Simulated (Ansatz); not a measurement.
**A failed many-body run on K3SI (antiperovskite) (Pm-3m)**

Aim: the G0W0 gap of K3SI (antiperovskite) (Pm-3m). The first input has a fault.

Calculated with Ansatz 0.2.0; G0W0 on PBE, plane waves, PAW.

The structure was built from a prototype and need not be the compound's stable phase.

**1. Starting point**

Symmetry: Pm-3m, No. 221, cubic system. The conventional cell has a = 6.034 Å, b = 6.034 Å, c = 6.034 Å, α = 90.00°, β = 90.00°, γ = 90.00°. I has 12 K at 4.27 Å nearest. Nearest to S lie 6 K at 3.02 Å. K has 2 S at 3.02 Å and 8 K at 4.27 Å and 4 I at 4.27 Å nearest. It derives from I1K3S1. Farther neighbours and most contacts between anions are not listed.

As a file:

```cif
data_structure
_symmetry_space_group_name_H-M 'P 1'
_symmetry_Int_Tables_number 1
_cell_length_a 6.0336
_cell_length_b 6.0336
_cell_length_c 6.0336
_cell_angle_alpha 90.000
_cell_angle_beta 90.000
_cell_angle_gamma 90.000
_cell_volume 219.64
loop_
_atom_site_label
_atom_site_type_symbol
_atom_site_fract_x
_atom_site_fract_y
_atom_site_fract_z
_atom_site_occupancy
I1 I 0.00000 0.00000 0.00000 1
S2 S 0.50000 0.50000 0.50000 1
K3 K 0.50000 0.50000 0.00000 1
K4 K 0.50000 0.00000 0.50000 1
K5 K 0.00000 0.50000 0.50000 1
```

The structure was relaxed with PBE. The structure type comes from a generator and need not be one that this composition takes. The runs that relaxed it are not among those shown. Spin-orbit coupling is left out unless a step names it. The default PAW set here is soft_2. Its files were made with PBE.

**2. First try**

The input, input.yaml:

```yaml
crystal:
  lattice:
    - [6.0335581096, 0.0, 0.0]
    - [0.0, 6.0335581096, 0.0]
    - [0.0, 0.0, 6.0335581096]
  atoms:
    - { symbol: I, position: [0.0, 0.0, 0.0] }
    - { symbol: S, position: [0.5, 0.5, 0.5] }
    - { symbol: K, position: [0.5, 0.5, 0.0] }
    - { symbol: K, position: [0.5, 0.0, 0.5] }
    - { symbol: K, position: [0.0, 0.5, 0.5] }
kpoints:
  mp_grid: { grid: [2, 2, 2] }
hamiltonian:
  xc: pbe
scf:
  occupations: { method: fixed }
  max_iter: 60
gw:
  n_empty_bands: 231
  ecut_chi: 60
  qp_bands: [v2, c2]
  qp_kpoints: band_edges
  screening: { model: contour_deformation }
total_charge: -1
```

Started as:

```sh
> ansatz run input.yaml --threads 4 --pin off --max-ram 17510MiB --backend cpu --events-out ev --progress --plain --runs-dir out
```

Numbers of over 12 decimals in the logs are rounded to 6 here.

The log of the run:

```text
Error: inconsistent input (scf.occupations.method, magnetization): a σ = 0 step fill (method: fixed, or a smearing width below the step floor) cannot realise an odd electron count (51) — the per-k integer fill puts the same N_el/2 bands in each spin channel; use a smearing method with a finite width, such as fermi_dirac
```

Wall time 0.06 s (4 threads of Arm Neoverse V2, shared host); peak memory 0.078 GiB.

**Diagnosis.**

The program refused the input before any cycle.

The program's message: “Error: inconsistent input (scf.occupations.method, magnetization): a σ = 0 step fill (method: fixed, or a smearing width below the step floor) cannot realise an odd electron count (51) — the per-k int …”

The fault: a charged cell. Adding or removing electrons leaves a partly filled band.

**3. A better input**

G0W0 replaces the xc potential by the self-energy, built once from these orbitals. Only a window of levels is corrected, while the sums run over the empty bands that the input names.

Changes to input.yaml since step 2:

```diff
@@ -17,6 +17,5 @@
   occupations: { method: fixed }
-  max_iter: 60
 gw:
-  n_empty_bands: 231
-  ecut_chi: 60
+  n_empty_bands: 304
+  ecut_chi: 72
   qp_bands: [v2, c2]
@@ -24,2 +23 @@
   screening: { model: contour_deformation }
-total_charge: -1
```

The log of the run:

```text
[...]
Crystal: 5 atoms, lattice volume = 219.645 Å³
Basis set: ecut = 420 eV, 4337 PW (Γ)
Bands: 30, of which v1, the nominal top of the filled ones, is band 25 counted from 1 (24 counted from 0)
Symmetry: 48 space group operations
[...]
k-points: 4 of 8
[...]
SCF iter   1: F=—  HF=-13034.165682 eV  |F-HF|=—  |Δ(HF+E_count)|=         —  Δρ=1.17e-3  dr2=6.38e-3  ethr=1.77e-3  ⟨swp⟩=5.8  Hψ=457  notcnv=0  defer=9
[...]
SCF iter   6: F=-13034.164464 eV  HF=-13034.164464 eV  |F-HF|=1.44e-8  |Δ(HF+E_count)|=   5.70e-7  Δρ=1.65e-6  dr2=6.74e-9  ethr=2.00e-10  ⟨swp⟩=10.8  Hψ=602  notcnv=0
SCF 1 converged in 6 iterations: F = -13034.164464 eV  dr2 = 6.74e-9
[...]
NSCF: frozen V_eff on 4 k-points
G₀W₀ screening: q 1/4
[... further progress lines ...]
SCF converged after 6 iterations
Free energy (F): -13034.164464 eV
[...]
Internal energy: -13034.164464 eV  (E = F + TS)
[...]
0    24      2.4241   -17.4635     2.4391   -14.0385  0.7216     1.3749     1.4382  root
     0    25      2.4241   -17.4635     2.4391   -14.0385  0.7216     1.3749     1.4382  root
     0    26      4.1272    -3.2877    -2.9296    -6.5838  0.7979     4.4989     4.4936  root
     0    27      5.8899    -2.4974    -3.0092    -5.9896  0.7946     6.3832     6.3729  root
     1    24      2.3230   -17.1699     2.4448   -13.7283  0.7207     1.2598     1.3263  root
     1    25      2.3230   -17.1699     2.4448   -13.7283  0.7207     1.2598     1.3263  root
     1    26      5.4647    -3.8870    -2.9653    -7.3304  0.7838     5.9510     5.9428  root
     1    27      6.2292    -4.8250    -3.1892    -8.5725  0.7798     6.8024     6.7876  root
[...]
3    24      1.6324   -16.0188     2.4885   -12.5185  0.7099     0.5392     0.6206  root
     3    25      1.6324   -16.0188     2.4885   -12.5185  0.7099     0.5392     0.6206  root
     3    26      6.6581    -3.9092    -3.1881    -7.7658  0.7801     7.3493     7.3266  root
     3    27      6.6581    -3.9092    -3.1881    -7.7658  0.7801     7.3493     7.3266  root
[key lines of the parts left out:]
Fermi energy:    2.424135 eV
```

The job ended after 13 s (4 threads; peak memory 1.4 GiB).

The column dr2 measures how far the density is from self-consistency, as an energy; F and HF (Harris–Foulkes) agree once it is small.

This step gave:

* bands summed: 329
* RPA ε∞ on this mesh (eigenvalues): 3.125, 3.125, 3.125
* plane waves in the screening matrix: 305
* q-points in the mesh: 8
* G0W0 gap on the mesh: 3.055 eV
* k of the valence top: 0, 0, 0
* k of the conduction bottom: 0, 0, 0
* starting gap on the mesh: 1.703 eV
* Z at the valence top: 0.7216
* Z at the conduction bottom: 0.7979
* least direct G0W0 gap on the computed points: 3.055 eV

The gap on the mesh goes from 1.70 eV to 3.06 eV, a correction of +1.35 eV. Between the two edge states, bare exchange in place of the xc potential would open the gap by 6.72 eV, and correlation takes back 5.37 eV.

**4. What came out**

| Quantity | Value |
| --- | --- |
| first try | refused after 0.06 s |
| better run | G0W0 gap on the mesh 3.06 eV (2×2×2 mesh, 304 empty bands, screening to 72 eV) |

In words: The second run differs in: empty bands, screening cutoff (eV), cell charge and iteration cap. Bands and cutoff are finite, so the gap is not at the basis limit. The miss can reach some tenths of an eV and take either sign; the mesh is an error of its own. The 2×2×2 mesh is coarse for this cell (its supercell is 12 Å along the shortest edge). The RPA ε∞ on it, from the PBE start, is 3.12; such meshes misread the long-range screening, most where the gap is narrow. The many-body steps are scalar-relativistic: spin-orbit coupling is not in them.

[Paths, hosts, dates, memory and timing lines, banners, echoed tables and standing remarks are left out of the program output.]

[Logs are printed without paths, hosts, clocks, repeated set-up lines and the standing remarks that a program may print on its own settings, such as how far it seeks lower states.]

[Runs of the session that timed out or met a known fault of the program may be left out.]

[Cells called generated may have been cut or substituted from an entry of the Crystallography Open Database or the Materials Project.]

[Hosts, paths, dates, database ids (printed as entryN), source tags and the programs' standing remarks are cut or masked in the printed files.]
